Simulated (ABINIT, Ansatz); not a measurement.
Records of electronic-structure calculations.

A GW chain in ABINIT: AgCl (Chlorargyrite). Symmetry: Fm-3m, No. 225, cubic system. Conventional cell: a = 5.470 Å, b = 5.470 Å, c = 5.470 Å, α = 90.00°, β = 90.00°, γ = 90.00°. Nearest to Ag lie 6 Cl at 2.74 Å. Nearest to Cl lie 6 Ag at 2.74 Å. Farther neighbours, and contacts between anions beyond the nearest, are not listed. The calculation used RPA screening on PBE, plane waves, norm-conserving pseudopotentials (and 2 further levels or steps) in ABINIT 10.8.3, with cutoff 37 Ha, PseudoDojo scalar-relativistic 0.4.1 standard, norm-conserving, ngkpt (4, 4, 4), nband 69, ecuteps 4.4 Ha, inclvkb 2, shiftk (0, 0, 0), symchi 1, awtr 1, frequency ppm, 4×4×4 k-mesh. The PBE gap is 0.91 eV, indirect and the G0W0 gap on the mesh is 2.04 eV. The GW settings are 4×4×4 mesh, 69 bands, screening to 119.7 eV, Godby-Needs plasmon pole and the known limits are short of the basis limit; d shell near the gap, gap tends to lie low; no spin-orbit coupling; coarse k mesh. It took 5 runs, 53 s in all on 4 MPI ranks of Arm Neoverse V2, shared host. G0W0 moves the gap on the mesh from 0.91 eV to 2.04 eV (+1.14 eV), with Z of 0.80 and 0.83 at the edges. Local fields lower the RPA ε∞ on this mesh from 5.90 to 5.46; a Γ-centred mesh this coarse tends to raise both, most where the direct gap is narrow, while a short band sum lowers them. The database entry behind the starting cell differs from other determinations of this structure. The cell and positions come from the Crystallography Open Database and are kept as given unless a step says otherwise. Limits: d shell near the gap, gap tends to lie low; no spin-orbit coupling. The 4×4×4 mesh is coarse for this cell, which bears on the long-range parts of exchange and screening.

```xyz
2
Lattice="0.0000 2.7350 2.7350 2.7350 0.0000 2.7350 2.7350 2.7350 0.0000" Properties=species:S:1:pos:R:3 pbc="T T T"
Ag    0.0000    0.0000    0.0000
Cl    2.7350    2.7350    2.7350
```

[Long decimals in the printed logs are rounded to 6 places.]

[Logs are printed without paths, hosts, clocks, repeated set-up lines and the standing remarks that a program may print on its own settings, such as how far it seeks lower states.]

[Paths, hosts, dates, memory and timing lines, banners, echoed tables and standing remarks are left out of the program output; an Ansatz launch command may be rebuilt from the run's recorded settings. Measured values are a selection of at most five: reports struck by readers or far from the other reports are left out. None is set beside runs whose start may be inverted or whose files or cutoffs have a known fault.]

[Runs of the session that timed out or met a known fault of the program may be left out.]

[Hosts, paths, dates, database ids (printed as entryN), source tags and the programs' standing remarks are cut or masked in the printed files.]

[G0W0 gaps are taken among the corrected bands and points alone; a level outside them can change the order at an edge.]

[Where Ansatz stands beside ABINIT at settings called matched, ABINIT's density can come from a denser mesh and the files from another edition; pairs whose starting gaps differed by over 0.03 eV were left out, so agreement reads better than it is.]
